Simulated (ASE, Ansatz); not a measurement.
# Localised basis functions on twisted h-BP/Hf2CO2 MXene bilayer, 38.21° (49 atoms), part 2 of 2

Aim: test how closely localised support functions follow the reference on twisted h-BP/Hf2CO2 MXene bilayer, 38.21° (49 atoms), and at what cost. A setting counts as converged where the r.m.s. difference of forces stays under 1 % of the r.m.s. force.

Ansatz 0.2.0; Kohn-Sham DFT, PBE+D4, PAW (set soft_2), plane waves.

The cell: 7 B, 7 P, 7 C, 14 Hf and 14 O. Beside vacuum, support functions can miss their usual error bounds without a warning. No spin–orbit coupling is included.

So far. Step 3 (Support functions low): Forces differ from the reference by 0.63 meV/Å r.m.s., 0.28 % of their size, well within a tolerance of 1 %; the energy by -4.0 meV/atom. It took 1.8 min and 15 cycles; the reference's time can't be set against it, since the two runs asked for unlike analyses. Step 4 (Support functions medium): Forces differ from the reference by 0.65 meV/Å r.m.s., 0.29 % of their size, well within a tolerance of 1 %; the energy by -4.0 meV/atom.

### 6. Support functions medium, radius 3.28 Å

Level of this step: Kohn-Sham DFT, PBE+D4, PAW (set soft_2), localised support functions (medium) (Ansatz).

The radius confines each support function; a larger one gives more freedom and more work per atom.

File input.yaml:

```yaml
crystal:
  lattice:
    - [8.5722, 0.0, 0.0]
    - [-4.2861, 7.42374, 0.0]
    - [0.0, 0.0, 19.75]
  atoms:
    [... the 49 atom lines of step 2 ...]
kpoints:
  mp_grid: { grid: [2, 2, 1] }
hamiltonian:
  xc: pbe
  dispersion: d4
scf:
  occupations: { method: gaussian, width: 0.05 }
  eigensolver: { kind: { support_functions: { accuracy: medium, radius: 3.28 } } }
  mixing: { beta: 0.4 }
  max_iter: 150
output:
  forces: true
  eigenvalues: true
```

On the command line:

```
$ ansatz run input.yaml --threads 8 --pin off --max-ram 15872MiB --backend cpu --events-out ev --progress --plain --runs-dir out
```

Numbers of over 12 decimals in the logs are rounded to 6 here.

Output:

```text
Warning: scf.eigensolver.kind.support_functions: disabling space-group detection — the functions' gradient is summed over unrotated k-points, so no spatial operation reduces the k-mesh or symmetrises the density; time reversal is kept, so that k and −k are solved as one point where they differ and the mesh holds both, and exact exchange and, on two spinor components, a DFT+U term hold to it where the run has them: [...]
Warning: basis.ecutwfc = 464 eV, auto-derived: no grid that the accuracy of the support functions lays serves the files at the lower one that their records recommend; a deck with other species or settings can derive another value
settings of this run that can trade accuracy for cost: scf.eigensolver.kind.support_functions [...]
Engine: ansatz 0.2.0, aarch64-unknown-linux-gnu
Pseudopotentials: kind: paw
Pseudopotential: B, paw, valence charge 3, recommended cutoff 420 eV (normal), B.paw.azcp
Pseudopotential: P, paw, valence charge 5, recommended cutoff 420 eV (normal), P.paw.azcp
Pseudopotential: C, paw, valence charge 4, recommended cutoff 420 eV (normal), C.paw.azcp
Pseudopotential: Hf, paw, valence charge 26, recommended cutoff 420 eV (normal), Hf.paw.azcp
Pseudopotential: O, paw, valence charge 6, recommended cutoff 420 eV (normal), O.paw.azcp
[... 5 lines on functional and potentials left out ...]
Error: SCF: the radius of support functions is under 3.54 Å, the least for these sites at the functions' level (scf.eigensolver.kind.support_functions.accuracy). Use scf.eigensolver.kind: auto, or type scf.eigensolver.kind.support_functions.radius at least as long, [...]
```

The job ended after 4.6 s (8 threads of Arm Neoverse V2, shared host; peak memory 0.41 GiB).

The program refuses radii under 3.54 Å for these atoms at this level.

Runs without a result: support functions medium, radius 2.98 Å (error); support functions medium, radius 3.28 Å (error).

### 7. All settings compared

Each row is set against the plane-wave reference (Kohn-Sham DFT, PBE+D4, PAW (set soft_2), plane waves; r.m.s. force component 0.225 eV/Å). Energies are set beside the reference only for runs with its functional, potentials and electron count. Times are for 8 threads of Arm Neoverse V2, shared host. The reference's time includes the DOS, ELF and grids, which some other runs skip.

| run | Δ force, r.m.s. (meV/Å) | share of r.m.s. force (%) | Δ energy (meV/atom) | Δ gap (eV) | cycles | time | host memory (GiB) |
| --- | --- | --- | --- | --- | --- | --- | --- |
| reference | - | - | - | - | 10 | 47 s | 6.7 |
| support functions low | 0.629 | 0.28 | -3.96 | 5.0e-4 | 15 | 1.8 min | 3.6 |
| support functions medium | 0.654 | 0.291 | -3.97 | 4.0e-4 | 17 | 2.2 min | 3.8 |

### 8. What the reference run shows

The comparisons rest on this run, so its electronic structure is set out here.

Length of the force by element:

| element | coordination | atoms | mean length of the force (eV/Å) | spread | least | most |
| --- | --- | --- | --- | --- | --- | --- |
| B | all | 7 | 0.395 | 0.241 | 0.0558 | 0.780 |
| C | all | 7 | 0.284 | 0.137 | 0.0747 | 0.464 |
| Hf | all | 14 | 0.384 | 0.102 | 0.203 | 0.576 |
| O | all | 14 | 0.274 | 0.118 | 0.116 | 0.509 |
| P | all | 7 | 0.437 | 0.250 | 0.0554 | 0.897 |

Intrinsic-atomic-orbital charges by element:

```
element  coordination  atoms  mean charge (e)  spread   least    most
      B           all      7           -0.595  0.0109  -0.610  -0.579
      C           all      7           -0.943  0.0018  -0.946   -0.94
     Hf           all     14             1.12  0.0078    1.10    1.13
      O           all     14           -0.648  0.0034  -0.654  -0.642
      P           all      7            0.601  0.0057   0.590   0.610
```

By region:

| region | atoms | mean length of the force (eV/Å) | net charge (e) |
| --- | --- | --- | --- |
| layer 1 | 14 | 0.416 | 0.04 |
| layer 2 | 35 | 0.32 | -0.04 |

States in the cell by windows of 1 eV, zero at the Fermi level; the larger projections on atomic orbitals stand beside the total:

| from (eV) | to (eV) | total | Hf d | O p | layer 1 | C p | P p | B p |
| --- | --- | --- | --- | --- | --- | --- | --- | --- |
| -10 | -9 | 4.5 | 1.4 | 0.0 | 0.0 | 0.0 | 0.0 | 0.0 |
| -9 | -8 | 4.2 | 0.0 | 0.0 | 4.1 | 0.0 | 2.2 | 0.4 |
| -8 | -7 | 1.7 | 0.0 | 0.0 | 1.6 | 0.0 | 0.8 | 0.3 |
| -7 | -6 | 17.7 | 3.5 | 6.3 | 4.7 | 1.8 | 2.2 | 1.1 |
| -6 | -5 | 33.0 | 7.3 | 19.7 | 3.3 | 1.1 | 1.6 | 1.5 |
| -5 | -4 | 45.6 | 6.5 | 29.6 | 5.1 | 2.0 | 2.4 | 2.2 |
| -4 | -3 | 19.8 | 2.9 | 3.2 | 8.9 | 4.0 | 4.5 | 4.0 |
| -3 | -2 | 23.1 | 4.1 | 3.9 | 6.7 | 7.5 | 3.6 | 3.1 |
| -2 | -1 | 18.9 | 2.9 | 3.8 | 4.3 | 7.1 | 2.5 | 1.7 |
| -1 | 0 | 4.0 | 0.2 | 0.3 | 2.9 | 0.6 | 2.1 | 0.8 |
| 0 | 1 | 3.2 | 2.1 | 0.8 | 0.1 | 0.1 | 0.0 | 0.1 |
| 1 | 2 | 15.8 | 8.7 | 1.7 | 4.0 | 0.7 | 1.2 | 2.8 |
| 2 | 3 | 8.0 | 2.7 | 0.5 | 3.8 | 0.3 | 1.2 | 1.7 |
| 3 | 4 | 40.9 | 24.0 | 2.1 | 7.4 | 2.1 | 2.1 | 3.2 |

The curve was stored every 0.10 eV, coarse against its broadening of 0.08 eV, so these counts are rough.

Between -26 and -10 eV lie 247 more states.

The stored curve holds about 420 of the 532 electrons; the rest, give or take the few that broadening carries across the Fermi level, lie in deeper levels below its range.

The levels nearest the highest filled one (over half full), pooled over k-points and spins:

```
level less the highest filled one (eV)  occupation
                                -0.333           2
                                -0.301           2
                                -0.269           2
                                -0.255           2
                               -0.0178           2
                                     0           2
                                 0.962           0
                                 0.982           0
                                  1.01           0
                                  1.43           0
                                  1.45           0
                                  1.47           0
```

Planar average of the electrostatic potential energy along the normal, with the Fermi level as zero, after a running mean with a triangular window 4 Å wide at its base:

```
height (Å)  potential energy (eV)
       0.0                   4.92
       0.6                   4.92
       1.2                   4.93
       1.6                   4.93
       2.2                   4.93
       2.8                   4.89
       3.4                   4.63
       4.0                   3.35
       4.5                   0.25
       5.0                  -2.71
       5.6                  -6.25
       6.1                  -7.22
       6.7                  -4.75
       7.3                  -1.58
       7.9                  -0.14
       8.3                  -1.14
       8.9                  -4.66
       9.5                  -8.09
      10.1                  -9.83
      10.7                  -9.77
      11.3                  -9.27
      11.7                  -9.30
      12.3                  -9.83
      12.9                  -9.79
      13.5                  -7.89
      14.0                  -4.24
      14.6                  -0.14
      15.1                   2.24
      15.7                   4.13
      16.2                   4.77
      16.8                   4.87
      17.4                   4.89
      18.0                   4.90
      18.4                   4.90
      19.0                   4.91
      19.6                   4.91
```

Electrostatic potential energy in the ca plane at fractional y = 0.047, with atoms of P and Hf and O within 0.2 Å of it. With pseudopotentials it is smooth inside the atoms' cores, unlike the true potential.

Ten even steps from '0' (-35 eV) to '9' (10 eV), each cell a mean:
```
99999999999999998899999999888874588888999999
99999999999999988889999998655678888888999999
99999999999999987789999986300268998874479999
99999999999999876689999975000037899850028999
99999999999999876689999974000037899840028999
99999999999999987889999986200158888873269999
99999999999999998899999987643578876567899999
99999999999999988899999975677888852114789999
99999999999999987889999830278898730002689999
99999999999999987789999830178898730002689999
99999999999999876689999975677888852014789999
99999999999999851268999998766788876557899999
99999999999999830068999998766788888788999999
99999999999999862379999998777777788888999999
99999999999999876789999999888887788778999999
99999999999999841268999999888888876557899999
99999999999998500027999998888888863125799999
99999999999998500016999986777788862125799999
99999999999999620037999998766788864346899999
99999999999999864578999998766788887667899999
99999999999999988899999998877876788888999999
99999999999999999999999999888851178889999999
99999999999999999999999999988840068888999999
```
Columns run along c (16.0 Å, from fractional 0.00 to 0.81 of the cell; values clipped at the 3rd and 97th percentile), rows up along a (8.6 Å). Atoms in or near the plane, at fractional coordinates: P at (0.30, 0.24), Hf at (0.51, 0.81), O at (0.70, 0.81).

Valence density in the ca plane at fractional y = 0.047, with atoms of P and Hf and O within 0.2 Å of it. It is the smooth field of the valence electrons, not physical close to the nuclei.

Ten steps, logarithmic in the rise over the least value, from '0' (0 e/Å³) to '9' (28 e/Å³), each cell a mean:
```
00000000010000000000112333211000000000000000
00000001111100000012322221111121000000000000
00000001222100000025764111112344200000000000
00000001232100000148996210012566310000000000
00000001222100000148996210013566310000000000
00000001111100000136874110012454200000000000
00000000111000000123432111122222100000000000
00000000111000002332111111356420000000000000
00000001111100013554210012588630000000000000
00000001221100013554210012688630000000000000
00000001222100002343111111466520000000000000
00000001232100001122211111233211000000000000
00000001222100000011222222111111000000000000
00000001222100000001112222111110000000000000
00000001232100000001112222111100000000000000
00000012232210000111111222222100000000000000
00000012212210001232111111345310000000000000
00000012101210001332111111355421000000000000
00000012222210001222211111244321000000000000
00000001222100000111111111122111000000000000
00000000111000000001112232111110000000000000
00000000000000000000112333210000000000000000
00000000000000000000112343210000000000000000
```
Columns run along c (16.0 Å, from fractional 0.14 to 0.95 of the cell), rows up along a (8.6 Å). Atoms in or near the plane, at fractional coordinates: P at (0.30, 0.24), Hf at (0.51, 0.81), O at (0.70, 0.81).

Mean intrinsic-atomic-orbital charges: B -0.60, C -0.94, Hf +1.12, O -0.65, P +0.60 e. The largest share in the top eV of filled states is P p (36 % of the projected weight), and in the lowest eV of empty states Hf d (52 % of the projected weight). The potential stands 5.38 eV above the highest filled level over the upper face and 5.41 eV under the lower one, a reading of the ionisation potential at this level on the run's k-points, but a rough one: there is no dipole correction, and the values are taken inside the vacuum, not at the faces.

### 9. Distances and neighbours

Bonds and neighbours are counted at the geometry of the runs.

Normalised to the volume that the atoms fill. g(r), total and by pair (bins of 0.2 Å):

| r (Å) | total | Hf-Hf | Hf-O | Hf-B | Hf-C | Hf-P | O-O |
| --- | --- | --- | --- | --- | --- | --- | --- |
| 1.80 | 1.19 | 0.00 | 0.00 | 0.00 | 0.00 | 0.00 | 0.00 |
| 2.00 | 1.59 | 0.00 | 9.40 | 0.00 | 0.00 | 0.00 | 0.00 |
| 2.20 | 0.78 | 0.00 | 2.80 | 0.00 | 3.91 | 0.00 | 0.00 |
| 2.40 | 1.30 | 0.00 | 0.00 | 0.00 | 15.90 | 0.00 | 0.00 |
| 2.60 | 0.00 | 0.00 | 0.00 | 0.00 | 0.00 | 0.00 | 0.00 |
| 2.80 | 0.00 | 0.00 | 0.00 | 0.00 | 0.00 | 0.00 | 0.00 |
| 3.00 | 0.99 | 0.00 | 0.00 | 0.00 | 0.00 | 0.00 | 0.00 |
| 3.20 | 3.19 | 12.75 | 0.00 | 0.00 | 0.00 | 0.00 | 10.15 |
| 3.40 | 0.34 | 2.29 | 0.00 | 0.00 | 0.00 | 0.00 | 0.00 |
| 3.60 | 0.31 | 0.00 | 1.32 | 0.00 | 0.00 | 0.00 | 0.00 |
| 3.80 | 0.98 | 0.00 | 3.56 | 0.00 | 0.00 | 0.00 | 0.00 |
| 4.00 | 0.70 | 0.00 | 0.00 | 0.00 | 6.72 | 0.00 | 0.00 |
| 4.20 | 0.14 | 0.00 | 0.00 | 0.44 | 0.00 | 0.84 | 0.00 |
| 4.40 | 0.57 | 0.00 | 0.00 | 0.53 | 0.00 | 0.14 | 0.00 |
| 4.60 | 0.43 | 2.48 | 0.00 | 0.62 | 0.00 | 0.71 | 0.00 |
| 4.80 | 0.92 | 0.00 | 4.26 | 0.65 | 0.00 | 0.66 | 0.00 |
| 5.00 | 1.34 | 0.00 | 4.40 | 0.30 | 0.00 | 0.00 | 2.16 |
| 5.20 | 0.83 | 0.00 | 0.00 | 0.58 | 8.10 | 1.11 | 0.00 |
| 5.40 | 0.75 | 0.00 | 0.00 | 0.26 | 0.00 | 0.08 | 0.00 |
| 5.60 | 1.46 | 6.70 | 0.00 | 0.88 | 0.00 | 0.41 | 3.37 |
| 5.80 | 0.20 | 0.00 | 0.00 | 0.08 | 0.00 | 0.15 | 0.15 |
| 6.00 | 0.34 | 0.00 | 0.00 | 0.43 | 0.00 | 1.12 | 1.37 |
| 6.20 | 0.19 | 0.00 | 0.00 | 0.40 | 0.00 | 0.00 | 0.00 |
| 6.40 | 0.86 | 2.48 | 0.00 | 0.55 | 0.00 | 0.37 | 2.42 |
| 6.60 | 0.42 | 0.06 | 1.45 | 0.35 | 0.00 | 0.00 | 0.12 |
| 6.80 | 1.44 | 0.00 | 3.21 | 0.38 | 4.17 | 0.83 | 2.33 |
| 7.00 | 0.31 | 0.00 | 0.00 | 0.72 | 0.32 | 1.08 | 0.00 |
| 7.20 | 0.67 | 1.96 | 0.00 | 0.68 | 0.00 | 0.24 | 0.00 |

Bonds by pair of elements; cutoffs follow the first minimum of g(r), held within bounds set by covalent radii, and pairs that aren't listed don't count as bonded (cutoffs were set anew for this text, so counts can differ from the run's own analysis):

```
pair A-B  cutoff (Å)  bonds  mean length (Å)  spread (Å)  shortest (Å)  B about A  A about B
    Hf-O        2.52     42             2.09       0.012          2.07          3          3
    Hf-C        2.73     42             2.31       0.013          2.29          3          6
     B-P        2.33     21             1.87       0.015          1.84          3          3
```

How many atoms have how many bonded neighbours:

```csv
element,mean,3,6
B,3,7,0
C,6,0,7
Hf,6,0,14
O,3,14,0
P,3,7,0
```

For some of the pairs, g(r) has its first main peak near 3.26 Å (Hf-Hf), 2.09 Å (Hf-O), 2.32 Å (Hf-C) and 3.24 Å (O-O). With the cutoffs above, all B atoms have 3, all C atoms have 6, all Hf atoms have 6 and all O atoms have 3 bonded neighbours.

Local excerpt of 10 atoms (numbers count through the whole input) about P14, which bears the longest force; x, y, z are measured from there.

| atom | x | y | z | distance (Å) | bonds | intrinsic-atomic-orbital charge (e) | Fx | Fy | Fz (eV/Å) |
| --- | --- | --- | --- | --- | --- | --- | --- | --- | --- |
| P14 | 0.00 | 0.00 | 0.00 | 0.00 | 3 | 0.59 | 0.34 | -0.83 | -0.03 |
| B13 | -1.21 | 1.39 | -0.01 | 1.84 | 3 | -0.61 | -0.52 | 0.23 | 0.04 |
| B3 | 1.85 | 0.34 | 0.01 | 1.89 | 3 | -0.58 | -0.27 | -0.12 | -0.07 |
| B11 | -0.62 | -1.81 | 0.00 | 1.91 | 3 | -0.58 | 0.48 | 0.37 | -0.02 |
| P2 | -0.61 | 3.16 | 0.01 | 3.21 | 3 | 0.60 | -0.12 | 0.40 | -0.12 |
| P10 | -3.06 | 1.04 | 0.01 | 3.23 | 3 | 0.60 | 0.24 | -0.19 | -0.07 |
| P6 | 2.46 | 2.10 | -0.02 | 3.24 | 3 | 0.60 | -0.02 | -0.05 | 0.02 |
| P8 | -2.44 | -2.15 | 0.01 | 3.25 | 3 | 0.60 | -0.31 | 0.02 | -0.01 |
| P4 | 3.07 | -1.08 | 0.00 | 3.25 | 3 | 0.60 | 0.13 | 0.37 | 0.00 |
| P12 | 0.63 | -3.22 | 0.00 | 3.28 | 3 | 0.61 | -0.30 | 0.58 | -0.06 |

The column of bonds counts only the pairs Hf-O within 2.52 Å, Hf-C within 2.73 Å, B-P within 2.33 Å; other neighbours, such as metal atoms beside each other in a compound, aren't counted, and periodic images can show an atom twice.

### 10. Results

```
free energy per atom                             : -4821.1032 eV/atom
r.m.s. force component                           : 0.2248 eV/Å
gap (highest filled to lowest empty level) : 0.9615 eV
potential in mid-vacuum, over the Fermi level    : 4.914 eV
wall time of the 3 DFT runs                      : 4.8 min
```

Against plane waves at 420 eV, the forces differ by 0.65 meV/Å (0.29 %) with support functions medium. At 49 atoms the fastest of the runs at a preset level, support functions low, takes roughly 2.3 times the time of plane waves (whose run also made extra analyses, so the like-for-like ratio is larger), in 15 SCF cycles against 10. Differences between support functions and plane waves include what basis error the plane-wave run still has.

Filled and empty levels are parted by 0.962 eV on the run's k-points; the mesh holds the band edges only if they fold onto it, so the gap at this level can be narrower or closed. The potential stands 5.38 eV above the highest filled level over the upper face and 5.41 eV under the lower one, a reading of the ionisation potential at this level on the run's k-points, but a rough one: there is no dipole correction, and the values are taken inside the vacuum, not at the faces. With the cutoffs above, all B atoms have 3, all C atoms have 6, all Hf atoms have 6 and all O atoms have 3 bonded neighbours.

**Limits.** The geometry was built by rule, was displaced at random and isn't relaxed at this level: its force components are 0.22 eV/Å r.m.s.

[Logs are printed without paths, hosts, clocks, repeated set-up lines and the standing remarks that a program may print on its own settings, such as how far it seeks lower states.]

[Hosts, paths, dates, database ids (printed as entryN), source tags and the programs' standing remarks are cut or masked in the printed files.]
